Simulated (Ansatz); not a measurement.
**Au wire along [111], 13 atoms a period: bands along the axis**

What gap, if any, does the Au wire along [111], 13 atoms a period have, and how many channels would it open?

Main program and level: Ansatz 0.2.0; DFT PBE, plane waves, PAW; relaxation of a wire's period; PAW set soft_1, in the first sound run; inputs show where later runs differ.

**1. Set-up**

The cell holds 13 atoms: 13 Au. Cell: a = 12.683 Å, b = 11.895 Å, c = 7.205 Å, α = 90.0°, β = 90.0°, γ = 90.0°. Vacuum lies along a and b. The structure's axis is c.

**2. The relaxed wire**

Band widths follow the bond lengths, so the wire is relaxed first. The atoms and the third cell vector are free; the box across stays fixed as vacuum. A Fermi-Dirac smearing is set since the result may be a metal. The pressure printed is a third of the stress's trace over the whole box, vacuum included; only the stress along the axis is relaxed.

input.yaml

```yaml
crystal:
  lattice:
    - [12.683, 0.0, 0.0]
    - [0.0, 11.895, 0.0]
    - [0.0, 0.0, 7.2053313595]
  atoms:
    - { symbol: Au, position: [0.268075376, 0.499997422, 0.0] }
    - { symbol: Au, position: [0.38404022, 0.714160459, 0.0] }
    - { symbol: Au, position: [0.500005063, 0.499997422, 0.0] }
    - { symbol: Au, position: [0.615969906, 0.714160459, 0.0] }
    - { symbol: Au, position: [0.38404022, 0.428609743, 0.333333333] }
    - { symbol: Au, position: [0.500005063, 0.64277278, 0.333333333] }
    - { symbol: Au, position: [0.615969906, 0.428609743, 0.333333333] }
    - { symbol: Au, position: [0.38404022, 0.571385101, 0.666666667] }
    - { symbol: Au, position: [0.500005063, 0.357222063, 0.666666667] }
    - { symbol: Au, position: [0.615969906, 0.571385101, 0.666666667] }
    - { symbol: Au, position: [0.38404022, 0.285834384, 0.0] }
    - { symbol: Au, position: [0.615969906, 0.285834384, 0.0] }
    - { symbol: Au, position: [0.731934749, 0.499997422, 0.0] }
kpoints:
  mp_grid: { grid: [1, 1, 12] }
scf:
  occupations: { method: fermi_dirac, width: 0.05 }
hamiltonian:
  xc: pbe
  pseudopotentials: { kind: paw, azcp: { folder: soft_1 } }
relax:
  cell: { fix: [a, b, alpha, beta, gamma] }
  max_steps: 45
  f_tol: 0.03
```

Launch:

```
$ ansatz run input.yaml --threads 4 --pin off --max-ram 16384MiB --backend cpu --events-out ev --progress --plain --runs-dir out
```

Numbers of over 12 decimals in the logs are rounded to 6 here.

Log:

```text
Engine: ansatz 0.2.0, x86_64-unknown-linux-gnu
Pseudopotentials: kind: paw
Pseudopotential: Au, paw, valence charge 19, recommended cutoff 420 eV (normal), soft_1/Au.paw.azcp
Functional definition: PBE
  parameter kappa = 0.804
  parameter beta = 0.066725
  exchange = pbe_x(kappa = kappa, mu = beta*pi^2/3)
  correlation = pbe_c(beta = beta)
Crystal: 13 atoms, lattice volume = 1087.027 Å³
Basis set: ecut = 420 eV, 21229 PW (Γ), exchange–correlation on 180×160×100 points (8 copies of the dense FFT grid, shifted against one another)
Bands: 149, of which v1, the nominal top of the filled ones, is band 124 counted from 1 (123 counted from 0)
Symmetry: 4 space group operations
Space group: P2/m (ITA 10), of the structure as read, at distance tolerance 1.0e-4 Å
k-points: 7 of 12
Non-local potential: Au, projectors of the file, l = 0: 3, l = 1: 2, l = 2: 2, l = 3: 1
PAW form: soft (Blöchl's): semilocal exchange-correlation on the pseudo side does not see the compensation charge
PAW one-centre angular grid: Au, 590 points (default); XC on 64 Gauss nodes
Initial density: superposition of atomic densities (neutral atoms: chi_scale 0, normalization atom)
Initial wavefunctions: pseudopotential atomic-orbital guess
Functional: x = pbe(κ = 0.804, μ = 0.219515), c = pbe(β = 0.066725)
iter 1 solved again at ethr=3.00e-3 eV; its pass at ethr=3.10e-3 eV (dr2=7.40e0 eV) is discarded
SCF iter   1: F=—  HF=-170956.889187 eV  |F-HF|=—  |Δ(HF+E_count)|=         —  Δρ=2.35e-2  dr2=7.63e0  ethr=3.00e-3  ⟨swp⟩=1.7  Hψ=5526  notcnv=0
preconditioner: auto → LDOS  [metal: Δε(μ)=0.038 eV  Ē_g=6.450 eV  σ=0.050 eV  W_gap=0.19  n_scr=184 (ndim 8)  ℏωp=13.5 eV  f_vac=0.668  D(μ)=10.95/eV (n_scr^D=42)  β→1.0]
SCF iter   2: F=—  HF=-170957.148588 eV  |F-HF|=—  |Δ(HF+E_count)|=   2.59e-1  Δρ=2.45e-2  dr2=8.50e0  ethr=3.00e-3  ⟨swp⟩=3.1  Hψ=2330  notcnv=0  defer=1
SCF iter   3: F=—  HF=-170954.867721 eV  |F-HF|=—  |Δ(HF+E_count)|=    2.28e0  Δρ=4.56e-3  dr2=3.48e-1  ethr=3.00e-3  ⟨swp⟩=2.3  Hψ=1778  notcnv=0  defer=104
SCF iter   4: F=—  HF=-170954.853240 eV  |F-HF|=—  |Δ(HF+E_count)|=   1.45e-2  Δρ=2.48e-3  dr2=2.22e-1  ethr=1.41e-4  ⟨swp⟩=2.0  Hψ=1779  notcnv=0  defer=104
SCF iter   5: F=—  HF=-170954.824270 eV  |F-HF|=—  |Δ(HF+E_count)|=   2.90e-2  Δρ=1.56e-3  dr2=4.42e-2  ethr=8.99e-5  ⟨swp⟩=2.0  Hψ=1512  notcnv=0  defer=104
SCF iter   6: F=—  HF=-170954.816045 eV  |F-HF|=—  |Δ(HF+E_count)|=   8.23e-3  Δρ=5.26e-4  dr2=5.96e-3  ethr=1.79e-5  ⟨swp⟩=2.0  Hψ=1441  notcnv=0  defer=104
SCF iter   7: F=—  HF=-170954.815702 eV  |F-HF|=—  |Δ(HF+E_count)|=   3.43e-4  Δρ=2.49e-4  dr2=1.11e-3  ethr=2.41e-6  ⟨swp⟩=2.0  Hψ=1445  notcnv=0  defer=104
SCF iter   8: F=—  HF=-170954.815708 eV  |F-HF|=—  |Δ(HF+E_count)|=   5.65e-6  Δρ=6.21e-5  dr2=4.04e-5  ethr=4.49e-7  ⟨swp⟩=2.0  Hψ=1445  notcnv=0  defer=104
SCF iter   9: F=—  HF=-170954.815153 eV  |F-HF|=—  |Δ(HF+E_count)|=   5.55e-4  Δρ=1.70e-5  dr2=3.53e-6  ethr=1.63e-8  ⟨swp⟩=2.0  Hψ=1461  notcnv=0  defer=104
SCF iter  10: F=—  HF=-170954.815155 eV  |F-HF|=—  |Δ(HF+E_count)|=   2.22e-6  Δρ=6.03e-6  dr2=3.72e-7  ethr=1.43e-9  ⟨swp⟩=2.0  Hψ=1718  notcnv=0  defer=104
SCF iter  11: F=—  HF=-170954.815155 eV  |F-HF|=—  |Δ(HF+E_count)|=   4.47e-7  Δρ=4.11e-6  dr2=2.12e-7  ethr=4.05e-11  ⟨swp⟩=5.0  Hψ=3705  notcnv=0
SCF iter  12: F=-170954.815155 eV  HF=-170954.815155 eV  |F-HF|=3.58e-9  |Δ(HF+E_count)|=   4.03e-8  Δρ=1.10e-6  dr2=1.55e-8  ethr=4.05e-11  ⟨swp⟩=2.3  Hψ=3737  notcnv=0
SCF 1 converged in 12 iterations: F = -170954.815155 eV  dr2 = 1.55e-8
  greatest PAW one-centre occupation: 1.000 electrons in one spin orbital (limit 2), on the Au atom at site 2 (counted from 0), in its partial waves of l = 0
relax step   1: F+E_penalty+E_count = -170954.81515521 eV  Δ(F+E_penalty+E_count) = +0.000e0 eV  max|allowed force component| = 1.089e0 eV/Å  Δτ_max = 0.0000 Å  P = -1.935 GPa  Ω = 1087.027 Å³  fix = [a, b, alpha, beta, gamma]  reactions: a -1.511, b -1.474 GPa; alpha +0.000 GPa/rad  (12 SCF iters, dr2 threshold 1.00e-7 eV, accepted)
Crystal: 13 atoms, lattice volume = 1038.994 Å³
Basis set: ecut = 420 eV, 20331 PW (Γ), exchange–correlation on 180×160×100 points (8 copies of the dense FFT grid, shifted against one another)
Initial density: handed on by an earlier stage of this run
Initial wavefunctions: those handed on with the density
iter 1 solved again at ethr=1.54e-4 eV; its pass at ethr=3.10e-3 eV (dr2=3.82e-1 eV) is discarded
SCF iter   1: F=—  HF=-170955.930528 eV  |F-HF|=—  |Δ(HF+E_count)|=         —  Δρ=5.64e-3  dr2=3.88e-1  ethr=1.54e-4  ⟨swp⟩=4.1  Hψ=5622  notcnv=0
preconditioner: auto → LDOS  [metal: Δε(μ)=0.041 eV  Ē_g=7.222 eV  σ=0.050 eV  W_gap=0.19  n_scr=176 (ndim 8)  ℏωp=13.8 eV  f_vac=0.676  D(μ)=8.23/eV (n_scr^D=38)  β→1.0]
SCF iter   2: F=—  HF=-170955.952320 eV  |F-HF|=—  |Δ(HF+E_count)|=   2.18e-2  Δρ=5.72e-3  dr2=4.09e-1  ethr=1.54e-4  ⟨swp⟩=4.3  Hψ=2162  notcnv=0
SCF iter   3: F=—  HF=-170955.841176 eV  |F-HF|=—  |Δ(HF+E_count)|=   1.11e-1  Δρ=6.23e-4  dr2=5.68e-3  ethr=1.54e-4  ⟨swp⟩=2.9  Hψ=1774  notcnv=0  defer=100
SCF iter   4: F=—  HF=-170955.841052 eV  |F-HF|=—  |Δ(HF+E_count)|=   1.23e-4  Δρ=3.35e-4  dr2=1.52e-3  ethr=2.30e-6  ⟨swp⟩=2.0  Hψ=1667  notcnv=0  defer=100
SCF iter   5: F=—  HF=-170955.840809 eV  |F-HF|=—  |Δ(HF+E_count)|=   2.44e-4  Δρ=1.42e-4  dr2=7.20e-4  ethr=6.15e-7  ⟨swp⟩=2.0  Hψ=1719  notcnv=0  defer=100
SCF iter   6: F=—  HF=-170955.840073 eV  |F-HF|=—  |Δ(HF+E_count)|=   7.36e-4  Δρ=8.12e-5  dr2=1.37e-4  ethr=2.92e-7  ⟨swp⟩=2.0  Hψ=1409  notcnv=0  defer=100
SCF iter   7: F=—  HF=-170955.840057 eV  |F-HF|=—  |Δ(HF+E_count)|=   1.53e-5  Δρ=3.41e-5  dr2=3.29e-5  ethr=5.55e-8  ⟨swp⟩=2.0  Hψ=1447  notcnv=0  defer=100
SCF iter   8: F=—  HF=-170955.840053 eV  |F-HF|=—  |Δ(HF+E_count)|=   4.27e-6  Δρ=1.55e-5  dr2=4.36e-6  ethr=1.33e-8  ⟨swp⟩=2.0  Hψ=1447  notcnv=0  defer=100
SCF iter   9: F=-170955.840053 eV  HF=-170955.840053 eV  |F-HF|=3.03e-7  |Δ(HF+E_count)|=   1.30e-7  Δρ=5.63e-6  dr2=5.41e-7  ethr=5.26e-10  ⟨swp⟩=5.0  Hψ=3624  notcnv=0
SCF 2 converged in 9 iterations: F = -170955.840053 eV  dr2 = 5.41e-7
  greatest PAW one-centre occupation: 1.000 electrons in one spin orbital (limit 2), on the Au atom at site 9 (counted from 0), in its partial waves of l = 0
[...]
SCF iter   7: F=—  HF=-170956.139479 eV  |F-HF|=—  |Δ(HF+E_count)|=   1.41e-6  Δρ=1.23e-5  dr2=3.38e-6  ethr=6.45e-9  ⟨swp⟩=2.0  Hψ=1532  notcnv=0
SCF iter   8: F=-170956.139479 eV  HF=-170956.139479 eV  |F-HF|=1.25e-7  |Δ(HF+E_count)|=   6.27e-7  Δρ=4.59e-6  dr2=3.01e-7  ethr=5.26e-10  ⟨swp⟩=5.0  Hψ=3448  notcnv=0
SCF 3 converged in 8 iterations: F = -170956.139479 eV  dr2 = 3.01e-7
relax step   3: F+E_penalty+E_count = -170956.13947865 eV  Δ(F+E_penalty+E_count) = -2.994e-1 eV  max|allowed force component| = 7.993e-2 eV/Å  Δτ_max = 0.0959 Å  P = -0.077 GPa  Ω = 1015.497 Å³  energy of the carried Pulay correction = +5.342e-3 eV  fix = [a, b, alpha, beta, gamma]  reactions: a +0.155, b +0.165 GPa; alpha -0.004 GPa/rad  (8 SCF iters, dr2 threshold 1.30e-6 eV, accepted)
[...]
relax step   4: F+E_penalty+E_count = -170956.22642698 eV  Δ(F+E_penalty+E_count) = -8.695e-2 eV  max|allowed force component| = 5.838e-2 eV/Å  Δτ_max = 0.1218 Å  P = -0.052 GPa  Ω = 982.289 Å³  energy of the carried Pulay correction = +8.041e-3 eV  fix = [a, b, alpha, beta, gamma]  reactions: a +0.019, b +0.012 GPa; alpha -0.005 GPa/rad  (8 SCF iters, dr2 threshold 7.60e-7 eV, accepted)
[...]
relax step   5: F+E_penalty+E_count = -170956.24144571 eV  Δ(F+E_penalty+E_count) = -1.502e-2 eV  max|allowed force component| = 4.099e-2 eV/Å  Δτ_max = 0.0330 Å  P = +0.046 GPa  Ω = 975.422 Å³  energy of the carried Pulay correction = +8.618e-3 eV  fix = [a, b, alpha, beta, gamma]  reactions: a +0.022, b +0.048 GPa; alpha +0.008 GPa/rad  (8 SCF iters, dr2 threshold 2.13e-7 eV, accepted)
[...]
relax step   6: F+E_penalty+E_count = -170956.24212420 eV  Δ(F+E_penalty+E_count) = -6.785e-4 eV  max|allowed force component| = 2.119e-2 eV/Å  Δτ_max = 0.0107 Å  P = -0.038 GPa  Ω = 976.390 Å³  energy of the carried Pulay correction = +8.536e-3 eV  fix = [a, b, alpha, beta, gamma]  reactions: a -0.048, b -0.034 GPa; alpha +0.002 GPa/rad  (6 SCF iters, dr2 threshold 1.05e-7 eV, accepted)
Basis set: ecut = 420 eV, 19041 PW (Γ), exchange–correlation on 180×160×90 points (8 copies of the dense FFT grid, shifted against one another)
Initial wavefunctions: pseudopotential atomic-orbital guess (no wavefunctions were taken with the density)
iter 1 solved again at ethr=1.28e-6 eV; its pass at ethr=3.10e-3 eV (dr2=3.17e-3 eV) is discarded
SCF iter   1: F=—  HF=-170956.235037 eV  |F-HF|=—  |Δ(HF+E_count)|=         —  Δρ=1.30e-4  dr2=2.45e-5  ethr=1.28e-6  ⟨swp⟩=3.6  Hψ=7195  notcnv=0
preconditioner: auto → LDOS  [metal: Δε(μ)=0.042 eV  Ē_g=7.264 eV  σ=0.050 eV  W_gap=0.20  n_scr=160 (ndim 8)  ℏωp=14.2 eV  f_vac=0.654  D(μ)=7.89/eV (n_scr^D=30)  β→1.0]
SCF iter   2: F=—  HF=-170956.235115 eV  |F-HF|=—  |Δ(HF+E_count)|=   7.78e-5  Δρ=2.76e-5  dr2=4.66e-6  ethr=9.90e-9  ⟨swp⟩=2.9  Hψ=1921  notcnv=0
SCF iter   3: F=—  HF=-170956.234866 eV  |F-HF|=—  |Δ(HF+E_count)|=   2.49e-4  Δρ=1.62e-5  dr2=2.60e-6  ethr=1.89e-9  ⟨swp⟩=2.0  Hψ=1903  notcnv=0
SCF iter   4: F=—  HF=-170956.234865 eV  |F-HF|=—  |Δ(HF+E_count)|=   6.50e-7  Δρ=4.37e-6  dr2=1.90e-7  ethr=1.05e-9  ⟨swp⟩=2.0  Hψ=1475  notcnv=0
SCF iter   5: F=—  HF=-170956.234865 eV  |F-HF|=—  |Δ(HF+E_count)|=   5.39e-8  Δρ=1.13e-6  dr2=1.85e-8  ethr=7.70e-11  ⟨swp⟩=2.0  Hψ=1548  notcnv=0
SCF iter   6: F=—  HF=-170956.234865 eV  |F-HF|=—  |Δ(HF+E_count)|=   4.63e-9  Δρ=2.57e-7  dr2=9.38e-10  ethr=7.50e-12  ⟨swp⟩=2.1  Hψ=1587  notcnv=0
SCF iter   7: F=-170956.234865 eV  HF=-170956.234865 eV  |F-HF|=0.00e0  |Δ(HF+E_count)|=  1.16e-10  Δρ=7.81e-8  dr2=9.54e-11  ethr=1.00e-12  ⟨swp⟩=5.0  Hψ=3805  notcnv=0
SCF 7 converged in 7 iterations: F = -170956.234865 eV  dr2 = 9.54e-11
relax step   7: F+E_penalty+E_count = -170956.23486530 eV  Δ(F+E_penalty+E_count) = +7.259e-3 eV  max|allowed force component| = 2.060e-2 eV/Å  Δτ_max = 0.0000 Å  P = -0.040 GPa  Ω = 976.390 Å³  fix = [a, b, alpha, beta, gamma]  reactions: a -0.049, b -0.035 GPa; alpha +0.002 GPa/rad  stress off target by 3.68e-2 GPa on what of the cell is left free  SCF on the basis re-selected at this cell (its energy is not comparable with the rows above)  (7 SCF iters)
basis re-selected at this cell: Δ(F+E_penalty+E_count) = +7.259e-3 eV, ΔP = -0.002 GPa vs the last step (what re-selecting the basis moved, of the pressure what is left beyond the Pulay correction that the steps carried, after the strain that the cell walked since its last selection, with what the two solves' SCF thresholds leave and, on support functions, any second-order correction that the steps lacked; it is no measure of the basis error at this ecutwfc). The dense FFT grid was sized anew with the basis: this SCF ran on 90×80×45 points, the steps before it on 90×80×50, so part of this shift can come from that change (see relax.cell in the input reference). [rest of the remark cut]
SCF converged after 7 iterations
Free energy (F): -170956.234865 eV
Harris-Foulkes:  -170956.234865 eV  (|F-HF|=0.00e0)
Internal energy: -170956.171563 eV  (E = F + TS)
E sigma→0 (E₀):  -170956.203214 eV
Entropy (-TS):   -0.063302 eV (-4.869 meV/atom)
Fermi energy:    0.504678 eV
--- Per-component energies (eV) ---
  E_band       = -7380.686238
  E_kinetic    = 7517.683573
  E_local      = -125990.039042  (includes V_loc(G=0)·N_el)
  E_nonlocal   = 1278.889035
  E_hartree    = 59179.250184
  E_xc         = -2783.714280
  E_vxc        = -3376.411430  (∫ρ·V_xc dr)
  E_paw        = -126520.313091  (= ΣΔE_a)
  E_vpaw       = -5169.331014  (= ΣTr[D̂ρ^β])
  E_aug_tail   = 0.021110  (compensation charges beyond the density's cutoff)
  E_ewald      = 16362.050947
  E_smearing   = -0.063302  (= −TS)
  E_closure    = 0.000000  (closes the sum)
  Σ components = -170956.234865   (vs F -170956.234865, Δ=0.00e0)
--- Forces (eV/Å), atoms counted from 1 ---
  atom   1  Au     0.02060402    -0.00000000    -0.00000000
  atom   2  Au     0.00805611    -0.01549193    -0.00819629
  atom   3  Au     0.00000000     0.00000000     0.00000000
  atom   4  Au    -0.00805611    -0.01549193    -0.00819629
  atom   5  Au     0.00425296     0.00068759    -0.00985317
  atom   6  Au     0.00000000    -0.00408320     0.00630988
  atom   7  Au    -0.00425296     0.00068759    -0.00985317
  atom   8  Au     0.00425296    -0.00068759     0.00985317
  atom   9  Au     0.00000000     0.00408320    -0.00630988
  atom  10  Au    -0.00425296    -0.00068759     0.00985317
  atom  11  Au     0.00805611     0.01549193     0.00819629
  atom  12  Au    -0.00805611     0.01549193     0.00819629
  atom  13  Au    -0.02060402     0.00000000     0.00000000
  max |Σ_I F_I| component: 6.94e-18 eV/Å
--- Stress (GPa, compression-positive) ---
       -0.048840      -0.000000      -0.000000
       -0.000000      -0.034821      -0.001745
       -0.000000      -0.001745      -0.036804
  P = ⅓ Tr σ = -0.0402 GPa (-0.402 kbar)
--- Relaxed structure (6 steps of the walk, 6 accepted, 1 SCFs on fresh bases) ---
  F+E_penalty+E_count = -170956.23486530 eV   max|allowed force component| = 2.060e-2 eV/Å   (the final SCF, on the basis selected at the relaxed cell)
  cell:  # Å, volume = 976.3900 Å³
    - [12.683, 0.0, 0.0]
    - [0.0, 11.895, 0]
    - [0.0, 0, 6.471975]
  atoms:
    - { symbol: Au, position: [0.273728, 0.500000, 0] }
    - { symbol: Au, position: [0.388072, 0.707878, 0.000349678] }
    - { symbol: Au, position: [0.5, 0.500000, 0] }
    - { symbol: Au, position: [0.611928, 0.707878, 0.000349678] }
    - { symbol: Au, position: [0.373847, 0.422814, 0.346464] }
    - { symbol: Au, position: [0.5, 0.655700, 0.348654] }
    - { symbol: Au, position: [0.626153, 0.422814, 0.346464] }
    - { symbol: Au, position: [0.373847, 0.577186, 0.653536] }
    - { symbol: Au, position: [0.5, 0.344300, 0.651346] }
    - { symbol: Au, position: [0.626153, 0.577186, 0.653536] }
    - { symbol: Au, position: [0.388072, 0.292122, -0.000349678] }
    - { symbol: Au, position: [0.611928, 0.292122, -0.000349678] }
    - { symbol: Au, position: [0.726272, 0.500000, 0] }
```

The job ended after 83 s (4 threads of Intel Xeon Platinum 8488C (Sapphire Rapids), shared host; peak memory 3 GiB; 5.4 min of CPU time).

[end of part 1 of 2]

[Logs are printed without paths, hosts, clocks, repeated set-up lines and the standing remarks that a program may print on its own settings, such as how far it seeks lower states.]

[Hosts, paths, dates, database ids (printed as entryN), source tags and the programs' standing remarks are cut or masked in the printed files.]
